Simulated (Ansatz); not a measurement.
# The Ta2NS2 MXene monolayer under a gate

How does the Ta2NS2 MXene monolayer take up charge from its gate?

Method: plane-wave DFT, PBE-D3(BJ), Ansatz PAW, in Ansatz 0.2.0.

## (1) Set-up

The cell holds 5 atoms: 2 S, 2 Ta and 1 N. Cell: a = 3.155 Å, b = 3.155 Å, c = 43.244 Å, α = 90.0°, β = 90.0°, γ = 120.0°. Vacuum lies along c.

## (2) Relaxation

The starting cell is a guess, so the in-plane lattice and the atoms are relaxed first, with the slab cut off from its images along the normal.

Contents of input.yaml:

```yaml
crystal:
  lattice:
    - [3.15458, 0.0, 0.0]
    - [-1.57729, 2.7319464183, 0.0]
    - [0.0, 0.0, 43.2441631042]
  atoms:
    - { symbol: S, position: [0.3333333333, 0.6666666667, 0.4289596253] }
    - { symbol: Ta, position: [0.6666666667, 0.3333333333, 0.471216619], spin: 1.0 }
    - { symbol: "N", position: [0.0, 0.0, 0.5] }
    - { symbol: Ta, position: [0.3333333333, 0.6666666667, 0.528783381], spin: 1.0 }
    - { symbol: S, position: [0.6666666667, 0.3333333333, 0.5710403747] }
  periodic: [true, true, false]
magnetization:
  spin_polarized: true
kpoints:
  mp_grid: { grid: [12, 12, 1] }
hamiltonian:
  xc: pbe
  dispersion: d3bj
scf:
  occupations: { method: fermi_dirac, width: 0.05 }
  convergence: { dr2_threshold: 1.0e-09 }
relax:
  f_tol: 0.004
  max_steps: 90
  cell: {}
output:
  write_potential: true
  write_density: true
  volumetric_format: npy
```

Started as:

```bash
ansatz run input.yaml --threads 4 --pin off --max-ram 12288MiB --backend cpu --events-out ev --progress --plain --runs-dir out
```

Numbers of over 12 decimals in the logs are rounded to 6 here.

What it wrote:

```text
Warning: relax.cell: scf.convergence.dr2_threshold = 1e-9 eV is looser than the 1.91839896452e-10 eV advised for a relaxation that steers and ends on the stress (1e-10 eV for each atom of the cell: 5, times the square of relax.cell.stress_2d_tol = 0.05 N/m over 16.1 Å (the atoms' height at the walk's start and 5 Å past either face), 3.097e-2 GPa, over a crystal's default 0.05). What an SCF threshold leaves in a stress goes as its square root, and in the free energy as the threshold itself, and one threshold admits the most on a small cell: [figures from the program's tests cut] Set scf.convergence.dr2_threshold to 1.91839896452e-10 eV or tighter. [rest of the remark cut]
Engine: ansatz 0.2.0, aarch64-unknown-linux-gnu
Pseudopotentials: kind: paw
Pseudopotential: S, paw, valence charge 6, recommended cutoff 420 eV (normal), S.paw.azcp
Pseudopotential: Ta, paw, valence charge 13, recommended cutoff 420 eV (normal), Ta.paw.azcp
Pseudopotential: N, paw, valence charge 5, recommended cutoff 420 eV (normal), N.paw.azcp
Functional definition: PBE
  parameter kappa = 0.804
  parameter beta = 0.066725
  exchange = pbe_x(kappa = kappa, mu = beta*pi^2/3)
  correlation = pbe_c(beta = beta)
Crystal: 5 atoms, lattice volume = 372.684 Å³
Basis set: ecut = 420 eV, 7189 PW (Γ), exchange–correlation on 48×48×600 points (8 copies of the dense FFT grid, shifted against one another)
Bands: 28, of which v1, the nominal top of the filled ones, is band 22 counted from 1 (21 counted from 0)
Symmetry: 12 space group operations
Space group: P-3m1 (ITA 164), of the structure as read, at distance tolerance 7.2e-5 Å
Magnetic group: BNS 164.85 (UNI 1315), of the structure as read, at distance tolerance 7.2e-5 Å
k-points: 19 of 144
Non-local potential: S, projectors of the file, l = 0: 2, l = 1: 2, l = 2: 2
Non-local potential: Ta, projectors of the file, l = 0: 3, l = 1: 2, l = 2: 2, l = 3: 1
Non-local potential: N, projectors of the file, l = 0: 2, l = 1: 2, l = 2: 1
PAW form: soft (Blöchl's): semilocal exchange-correlation on the pseudo side does not see the compensation charge
PAW one-centre angular grid: S, 110 points (default); XC on 64 Gauss nodes
PAW one-centre angular grid: Ta, 590 points (default); XC on 64 Gauss nodes
PAW one-centre angular grid: N, 110 points (default); XC on 64 Gauss nodes
Initial density: superposition of atomic densities (neutral atoms: chi_scale 0, normalization atom)
Starting moments: Σ|m| = 2 μB on 2 of 5 sites
Initial wavefunctions: pseudopotential atomic-orbital guess
Functional: x = pbe(κ = 0.804, μ = 0.219515), c = pbe(β = 0.066725)
SCF iter   1: F=—  HF=-22060.555207 eV  |F-HF|=—  |Δ(HF+E_count)|=         —  Δρ=2.25e-2 (↑2.25e-2 ↓1.92e-2)  dr2=7.93e0  dr2_m=1.26e-1  M=0.713 μB ∫|m|=0.878 μB  β_m=0.30  ethr=3.10e-3  ⟨swp⟩=13.8  Hψ=8367  notcnv=0
Mixer restart at iter 1: flushing history
preconditioner: auto → LDOS  [metal: Δε(μ)=0.067 eV  Ē_g=9.483 eV  σ=0.050 eV  W_gap=0.32  n_scr=26 (ndim 8)  ℏωp=10.0 eV  f_vac=0.766  D(μ)=2.53/eV (n_scr^D=14)]
spin=Collinear: LDOS preconditioning applied to the charge; magnetization (m = ρ↑ − ρ↓) channel mixes plain (no charge-response kernel on spin).
SCF iter   2: F=—  HF=-22059.380122 eV  |F-HF|=—  |Δ(HF+E_count)|=    1.18e0  Δρ=1.54e-2 (↑1.54e-2 ↓1.29e-2)  dr2=3.67e0  dr2_m=8.10e-2  M=0.554 μB ∫|m|=0.737 μB  β_m=0.58  ethr=3.10e-3  ⟨swp⟩=3.0  Hψ=2261  notcnv=0  defer=36
SCF iter   3: F=—  HF=-22058.650404 eV  |F-HF|=—  |Δ(HF+E_count)|=   7.30e-1  Δρ=2.55e-3 (↑2.53e-3 ↓2.55e-3)  dr2=5.43e-2  dr2_m=8.15e-3  M=0.229 μB ∫|m|=0.363 μB  β_m=0.61  ethr=3.10e-3  ⟨swp⟩=5.1  Hψ=2946  notcnv=0  defer=36
SCF iter   4: F=—  HF=-22058.696132 eV  |F-HF|=—  |Δ(HF+E_count)|=         —  Δρ=1.84e-3 (↑1.84e-3 ↓1.56e-3)  dr2=4.86e-3  dr2_m=7.86e-3  M=0.071 μB ∫|m|=0.148 μB  β_m=0.61  ethr=1.26e-4  ⟨swp⟩=4.3  Hψ=2810  notcnv=0  defer=24
SCF iter   5: F=—  HF=-22058.700114 eV  |F-HF|=—  |Δ(HF+E_count)|=   3.98e-3  Δρ=8.19e-4 (↑8.19e-4 ↓7.35e-4)  dr2=4.70e-4  dr2_m=1.92e-3  M=0.038 μB ∫|m|=0.084 μB  β_m=0.81  ethr=1.13e-5  ⟨swp⟩=3.5  Hψ=2450  notcnv=0  defer=24
SCF iter   6: F=—  HF=-22058.701619 eV  |F-HF|=—  |Δ(HF+E_count)|=   1.50e-3  Δρ=1.84e-4 (↑1.24e-4 ↓1.84e-4)  dr2=9.01e-5  dr2_m=7.00e-5  M=0.007 μB ∫|m|=0.020 μB  β_m=0.83  ethr=1.09e-6  ⟨swp⟩=3.6  Hψ=2581  notcnv=0  defer=24
SCF iter   7: F=—  HF=-22058.701686 eV  |F-HF|=—  |Δ(HF+E_count)|=   6.73e-5  Δρ=4.57e-5 (↑4.57e-5 ↓4.02e-5)  dr2=4.83e-6  dr2_m=5.23e-6  M=0.001 μB ∫|m|=0.006 μB  β_m=0.84  ethr=2.10e-7  ⟨swp⟩=3.3  Hψ=2414  notcnv=0  defer=24
SCF iter   8: F=—  HF=-22058.701699 eV  |F-HF|=—  |Δ(HF+E_count)|=   1.24e-5  Δρ=1.17e-5 (↑1.17e-5 ↓9.94e-6)  dr2=6.17e-7  dr2_m=2.59e-7  M=0.000 μB ∫|m|=0.001 μB  β_m=0.85  ethr=1.12e-8  ⟨swp⟩=3.8  Hψ=2802  notcnv=0  defer=24
SCF iter   9: F=—  HF=-22058.701700 eV  |F-HF|=—  |Δ(HF+E_count)|=   9.62e-7  Δρ=2.78e-6 (↑2.42e-6 ↓2.78e-6)  dr2=3.19e-8  dr2_m=1.84e-8  M=-0.000 μB ∫|m|=0.000 μB  β_m=0.90  ethr=1.43e-9  ⟨swp⟩=3.1  Hψ=2376  notcnv=0  defer=24
SCF iter  10: F=—  HF=-22058.701700 eV  |F-HF|=—  |Δ(HF+E_count)|=   1.99e-7  Δρ=5.95e-7 (↑5.95e-7 ↓4.58e-7)  dr2=9.41e-10  dr2_m=7.85e-10  M=-0.000 μB ∫|m|=0.000 μB  β_m=0.95  ethr=7.43e-11  ⟨swp⟩=3.5  Hψ=2601  notcnv=0  defer=24
SCF iter  11: F=—  HF=-22058.701700 eV  |F-HF|=—  |Δ(HF+E_count)|=   2.11e-8  Δρ=1.31e-7 (↑1.14e-7 ↓1.31e-7)  dr2=4.77e-11  dr2_m=3.97e-11  M=-0.000 μB ∫|m|=0.000 μB  β_m=0.96  ethr=2.19e-12  ⟨swp⟩=4.2  Hψ=2965  notcnv=0  defer=24
SCF iter  12: F=-22058.701700 eV  HF=-22058.701700 eV  |F-HF|=1.16e-10  |Δ(HF+E_count)|=  3.31e-10  Δρ=3.62e-8 (↑2.08e-8 ↓3.62e-8)  dr2=3.19e-12  dr2_m=2.03e-12  M=-0.000 μB ∫|m|=0.000 μB  ethr=1.00e-12  ⟨swp⟩=9.3  Hψ=8379  notcnv=0
WARN: the starting moments were not kept: the SCF closed with an absolute magnetisation of 2.3e-6 μB, where they sum to 2 μB in size (2 sites). That is at most 0.1 of that sum. Measured as dr2_m measures the in/out step, that magnetisation stands 5.1e-13 eV from none, at or under the dr2_threshold of 1.0e-9 eV: it is no larger than a step whose dr2_m would equal this threshold. The system may hold no moment; this SCF [...]
SCF 1 converged in 12 iterations: F = -22058.701700 eV  dr2 = 3.19e-12
  greatest PAW one-centre occupation: 0.999 electrons in one spin orbital (limit 2), on the Ta atom at site 3 (counted from 0), in its partial waves of l = 0
[...]
relax step   6: F+E_penalty+E_count = -22059.49414648 eV  Δ(F+E_penalty+E_count) = -2.356e-5 eV  max|allowed force component| = 6.275e-4 eV/Å  Δτ_max = 0.0010 Å  P = +0.005 N/m  Ω = 403.285 Å³  energy of the carried Pulay correction = -5.984e-3 eV  fix = [c, alpha, beta]  reactions: c +0.000 N/m  (7 SCF iters, accepted)
[...]
relax step   7: F+E_penalty+E_count = -22059.50374182 eV  Δ(F+E_penalty+E_count) = -9.595e-3 eV  max|allowed force component| = 8.675e-4 eV/Å  Δτ_max = 0.0000 Å  P = +0.169 N/m  Ω = 403.285 Å³  fix = [c, alpha, beta]  reactions: c +0.000 N/m  stress off target by 1.69e-1 N/m on what of the cell is left free  SCF on the basis re-selected at this cell (its energy is not comparable with the rows above)  (7 SCF iters)
[...]
relax step   8: F+E_penalty+E_count = -22059.50370692 eV  Δ(F+E_penalty+E_count) = +3.490e-5 eV  max|allowed force component| = 3.863e-3 eV/Å  Δτ_max = 0.0017 Å  P = -0.002 N/m  Ω = 403.807 Å³  energy of the carried Pulay correction = -9.540e-5 eV  fix = [c, alpha, beta]  reactions: c -0.000 N/m  (8 SCF iters, accepted)
iter 1 solved again at ethr=2.26e-7 eV; its pass at ethr=3.10e-3 eV (dr2=9.72e-5 eV) is discarded
SCF iter   1: F=—  HF=-22059.503538 eV  |F-HF|=—  |Δ(HF+E_count)|=         —  Δρ=1.02e-5 (↑1.02e-5 ↓1.02e-5)  dr2=3.82e-8  dr2_m=1.82e-12  M=-0.000 μB ∫|m|=0.000 μB  β_m=0.65  ethr=2.26e-7  ⟨swp⟩=7.1  Hψ=14696  notcnv=0
eigensolver tolerance schedule: the retry pair's looser diagonalisation over-reported the residual by 2543.69 of it (diagonalisation noise at 0.23 of the residual, at the tolerance the schedule requests for it); recorded, not acted on — ethr = c·dr2/N_el stays at c = 1.0e-1
preconditioner: auto → Resta (q_TF=auto, 1.878 Å⁻¹)  ε∞=2.1  [insulator: Δε(μ)=0.179 eV  Ē_g=9.003 eV  σ=0.050 eV  W_gap=0.61  n_scr=24 (ndim 8)  ℏωp=9.6 eV  f_vac=0.787  D(μ)=1.11/eV (n_scr^D=8)  ε∞_Penn≈2.1  vacuum switching on, ρ_ref=5.9e-3 e/Å³]
spin=Collinear: Resta preconditioning applied to the charge; magnetization (m = ρ↑ − ρ↓) channel mixes plain (no charge-response kernel on spin).
SCF iter   2: F=—  HF=-22059.503705 eV  |F-HF|=—  |Δ(HF+E_count)|=   1.67e-4  Δρ=3.59e-6 (↑3.59e-6 ↓3.59e-6)  dr2=7.18e-9  dr2_m=5.97e-13  M=-0.000 μB ∫|m|=0.000 μB  β_m=0.61  ethr=8.88e-11  ⟨swp⟩=5.7  Hψ=3970  notcnv=0
SCF iter   3: F=—  HF=-22059.503803 eV  |F-HF|=—  |Δ(HF+E_count)|=   9.76e-5  Δρ=8.21e-7 (↑8.17e-7 ↓8.21e-7)  dr2=1.08e-8  dr2_m=9.94e-14  M=-0.000 μB ∫|m|=0.000 μB  β_m=0.47  ethr=1.67e-11  ⟨swp⟩=4.9  Hψ=2616  notcnv=0
SCF iter   4: F=—  HF=-22059.503813 eV  |F-HF|=—  |Δ(HF+E_count)|=   9.84e-6  Δρ=1.41e-7 (↑1.41e-7 ↓1.41e-7)  dr2=2.02e-10  dr2_m=5.46e-14  M=-0.000 μB ∫|m|=0.000 μB  β_m=0.49  ethr=1.67e-11  ⟨swp⟩=3.1  Hψ=1646  notcnv=0
SCF iter   5: F=-22059.503814 eV  HF=-22059.503814 eV  |F-HF|=1.58e-7  |Δ(HF+E_count)|=   9.98e-7  Δρ=5.40e-8 (↑5.40e-8 ↓5.12e-8)  dr2=4.26e-11  dr2_m=2.32e-14  M=-0.000 μB ∫|m|=0.000 μB  ethr=1.00e-12  ⟨swp⟩=14.1  Hψ=9736  notcnv=0
the starting moments were not kept: the SCF closed with an absolute magnetisation of 2.1e-7 μB, where they sum to 2 μB in size (2 sites). That is at most 0.1 of that sum. Measured as dr2_m measures the in/out step, that magnetisation stands 6.0e-15 eV from none, at or under the dr2_threshold of 1.0e-9 eV: it is no larger than a step whose dr2_m would equal this threshold.
SCF 9 converged in 5 iterations: F = -22059.503814 eV  dr2 = 4.26e-11
relax step   9: F+E_penalty+E_count = -22059.50381380 eV  Δ(F+E_penalty+E_count) = -1.069e-4 eV  max|allowed force component| = 3.867e-3 eV/Å  Δτ_max = 0.0000 Å  P = -0.002 N/m  Ω = 403.807 Å³  fix = [c, alpha, beta]  reactions: c -0.000 N/m  stress off target by 1.90e-3 N/m on what of the cell is left free  SCF on the basis re-selected at this cell (its energy is not comparable with the rows above)  (5 SCF iters)
basis re-selected at this cell: Δ(F+E_penalty+E_count) = -1.069e-4 eV, ΔP = +0.001 N/m vs the last step (what re-selecting the basis moved, of the pressure what is left beyond the Pulay correction that the steps carried, after the strain that the cell walked since its last selection, with what the two solves' SCF thresholds leave and, on support functions, any second-order correction that the steps lacked; it is no m [...]
WARN: The output density's exchange-correlation potential varies sharply where the density is thin. Do not read a vacuum level from v_tot or v_xc, or from such a field of the output density. On a cell that repeats whose density bears no net charge and no dipole along the vacuum's axis use v_es (v_loc + v_h of the components); under efield.dipole_correction with no amplitude use v_es + v_field, which holds any externa [...]
SCF converged after 5 iterations
Magnetization: -0.0000 μB (21.5000 up, 21.5000 down)
Absolute magnetization: 0.0000 μB (∫|ρ↑−ρ↓|, with the PAW one-centre terms)
Spin contamination: 0.0000 ħ² per cell (⟨S²⟩ above its minimum at these occupations)
Per-site moments (μB) at R_I (Å): [(1.5819820415344403e-8, 1.020684), (-2.2367696496763553e-8, 0.912191), (5.370060141762329e-8, 0.912191), (-2.236769651444507e-8, 0.912191), (1.5819820387354514e-8, 1.020684)]
Free energy (F): -22059.503814 eV
Harris-Foulkes:  -22059.503814 eV  (|F-HF|=1.58e-7)
Internal energy: -22059.494337 eV  (E = F + TS)
E sigma→0 (E₀):  -22059.499075 eV
Entropy (-TS):   -0.009477 eV (-1.895 meV/atom)
Fermi energy:    -5.047212 eV
--- Per-component energies (eV) ---
  E_band       = -1100.077805
  E_kinetic    = 1080.877105
  E_local      = -158976.658301  (includes V_loc(G=0)·N_el)
  E_nonlocal   = 131.470010
  E_hartree    = 78791.261087
  E_xc         = -693.685441
  E_vxc        = -662.678882  (∫ρ·V_xc dr)
  E_paw        = -18121.461757  (= ΣΔE_a)
  E_vpaw       = -255.611895  (= ΣTr[D̂ρ^β])
  E_aug_tail   = 0.000390  (compensation charges beyond the density's cutoff)
  E_ewald      = 75730.428027
  E_disp       = -1.725456  (pairwise vdW)
  E_smearing   = -0.009477  (= −TS)
  E_closure    = 0.000000  (closes the sum)
  Σ components = -22059.503814   (vs F -22059.503814, Δ=0.00e0)
--- Forces (eV/Å), atoms counted from 1 ---
  atom   1  S     -0.00000000     0.00000000    -0.00291566
  atom   2  Ta     0.00000000    -0.00000000     0.00386707
  atom   3  N      0.00000000     0.00000000     0.00000000
  atom   4  Ta    -0.00000000     0.00000000    -0.00386707
  atom   5  S      0.00000000    -0.00000000     0.00291566
  max |Σ_I F_I| component: 8.10e-18 eV/Å
--- 2D stress c σ (N/m, compression-positive) ---
       -0.001904       0.000000      -0.000000
        0.000000      -0.001904      -0.000000
       -0.000000      -0.000000      -0.000000
  P = ½ c Tr σ = -0.0019 N/m
--- Band table (eV; the first three rows and the last of 38) ---
  k-point 0 ↑: bands = [... 18 lower, -6.4456, -6.4456, -6.1849, -6.1849, -5.4313, -4.3934, -3.6326, -3.6326, ... 2 higher]
  k-point 1 ↑: bands = [... 18 lower, -7.1947, -6.9693, -6.2017, -5.6734, -5.1880, -4.0960, -3.6418, -3.5065, ... 2 higher]
  k-point 2 ↑: bands = [... 18 lower, -7.4647, -7.3068, -6.7699, -5.2409, -4.7980, -3.8590, -3.2466, -3.0298, ... 2 higher]
  k-point 18 ↓: bands = [... 18 lower, -8.9372, -8.9372, -5.2245, -5.2245, -4.5504, -2.5016, -2.5016, -2.1052, ... 2 higher]
  the weakly bound empty levels are not read free of the cell's end (no_gap_told)
--- Relaxed structure (7 steps of the walk, 7 accepted, 2 SCFs on fresh bases) ---
  F+E_penalty+E_count = -22059.50381380 eV   max|allowed force component| = 3.867e-3 eV/Å   (the final SCF, on the basis selected at the relaxed cell)
  cell:  # Å, volume = 403.8072 Å³
    - [3.283658, 0.0, 0]
    - [-1.641829, 2.843732, 0]
    - [0, 0, 43.2441631042]
  atoms:
    - { symbol: S, position: [0.333333, 0.666667, 0.436904] }
    - { symbol: Ta, position: [0.666667, 0.333333, 0.473674] }
    - { symbol: N, position: [0, 0, 0.500000] }
    - { symbol: Ta, position: [0.333333, 0.666667, 0.526326] }
    - { symbol: S, position: [0.666667, 0.333333, 0.563096] }
```

It took 84 s on 4 threads of Arm Neoverse V2, shared host; peak memory 0.98 GiB.

The steps of the relaxation:

```
step  energy less that of the first step (eV)  largest force component (eV/Å)  volume (Å³)
   1                                   0.0000                          2.4017       372.68
   2                                  -0.5279                          0.9206       376.64
   3                                  -0.7461                          0.9793       406.68
   4                                  -0.7898                          0.1718       401.34
   5                                  -0.7924                          0.0129       403.34
   6                                  -0.7924                          0.0006       403.28
  7*                                  -0.8020                          0.0009       403.28
   8                                  -0.8020                          0.0039       403.81
  9*                                  -0.8021                          0.0039       403.81
```

Relaxation steps marked * repeat the geometry before them on a plane-wave basis chosen anew for their cell, so energy and pressure can jump there.

Forces are held to the 12 operations that the run works with; a distortion that breaks them can't arise in this run.

```
cell as run  before  after  change
      a (Å)   3.155  3.284  +4.1 %
      b (Å)   3.155  3.284  +4.1 %
```

The atoms that moved most (Å, along periodic axes as changes of fractional coordinates times the final cell, across vacuum about the mean position):

```
atom     dx     dy      dz  length
  S5  0.000  0.000  -0.344   0.344
  S1  0.000  0.000   0.344   0.344
 Ta4  0.000  0.000  -0.106   0.106
 Ta2  0.000  0.000   0.106   0.106
```

Final coordinates:

```xyz
5
Lattice="3.2837 0.0000 0.0000 -1.6418 2.8437 0.0000 0.0000 0.0000 43.2442" Properties=species:S:1:pos:R:3
S     0.0000    1.8958   18.8935
Ta    1.6418    0.9479   20.4836
N     0.0000    0.0000   21.6221
Ta    0.0000    1.8958   22.7605
S     1.6418    0.9479   24.3506
```

This step gave:

- energy at zero smearing: -22059.4991 eV

The lattice constant a goes from 3.155 to 3.284 Å.

(Continued in part 2 of 4.)

[Logs are printed without paths, hosts, clocks, repeated set-up lines and the standing remarks that a program may print on its own settings, such as how far it seeks lower states.]

[Hosts, paths, dates, database ids (printed as entryN), source tags and the programs' standing remarks are cut or masked in the printed files.]

[Maps of the electrostatic potential energy from Ansatz leave out the sawtooth potential of an applied field or a dipole correction, so their vacuum need not be flat; planar profiles and work functions include it.]
